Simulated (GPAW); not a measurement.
## BN (P6_3/mmc): refractive index against wavelength

The refractive index of BN (P6_3/mmc) along x below the direct gap (4.67 eV on the mesh) is read from one computed spectrum, n = √(Re ε). x, y and z are the Cartesian axes of the input cell.

Symmetry: P6_3/mmc, No. 194, hexagonal system. The conventional cell has a = 2.498 Å, b = 2.498 Å, c = 6.636 Å, α = 90.00°, β = 90.00°, γ = 120.00°. N on site d has 3 B at 1.44 Å as nearest neighbours. B on site c has 3 N at 1.44 Å as nearest neighbours.

Method: GPAW 26.7.0, PBE, RPA, k-mesh 15×15×5, local fields up to 70 eV, Lorentzian half width 0.12 eV.

Launch of the response step: `OMP_NUM_THREADS=1 python df.py`. The run took 67 s, its band step included, on 1 thread of Arm Neoverse V2, with other jobs on the host.

| wavelength (nm) | photon energy E (eV) | n |
| --- | --- | --- |
| 1064 | 1.165 | 2.1683 |
| 850 | 1.459 | 2.1819 |
| 700 | 1.771 | 2.2007 |
| 633 | 1.959 | 2.2144 |
| 532 | 2.331 | 2.2479 |
| 450 | 2.755 | 2.2991 |
| 405 | 3.061 | ? |

In the single-oscillator model n² − 1 = E₀E_d/(E₀² − E²), so 1/(n² − 1) = E₀/E_d − E²/(E₀E_d) is linear in E².

Working, on the rows shown:

| x = E² (eV²) | y = 1/(n² − 1) |
| --- | --- |
| 1.35784 | 0.270159 |
| 2.12762 | 0.265909 |
| 3.13716 | 0.260208 |
| 3.83641 | 0.256176 |
| 5.43137 | 0.246728 |
| 7.59115 | 0.233325 |

Means: x̄ = 3.9136, ȳ = 0.25542. Σ(x − x̄)(y − ȳ) = -0.1546, Σ(x − x̄)² = 26.16. Slope = -0.1546 / 26.16 = -0.005911; intercept = ȳ − slope · x̄ = 0.27855. Turned back into n, the line misses the rows shown by at most 0.0014.

Question: Fill in the last column of the withheld row.

Answer: At x = 9.3718 the line gives y = 0.22315, that is 2.3412. The run gave 2.3477, so the extrapolation is off by 0.0065, 4 % of the range in the table.

Refitted with all rows, the slope is -0.006048 and the intercept 0.27898. These give E₀ = √(intercept/−slope) = 6.79 eV and E_d = E₀/intercept = 24.3 eV; E₀ is 1.5 times the direct gap. The electronic limit at long wavelengths, without lattice vibrations, is n = √(1 + 1/intercept) = 2.141. The cell comes from an older database entry, whose edges can be off by a per cent or so. Excitons are left out; PBE gaps are as a rule too small. The values come from a sum over the points of one k-mesh and carry its error, which grows as the direct gap shrinks.
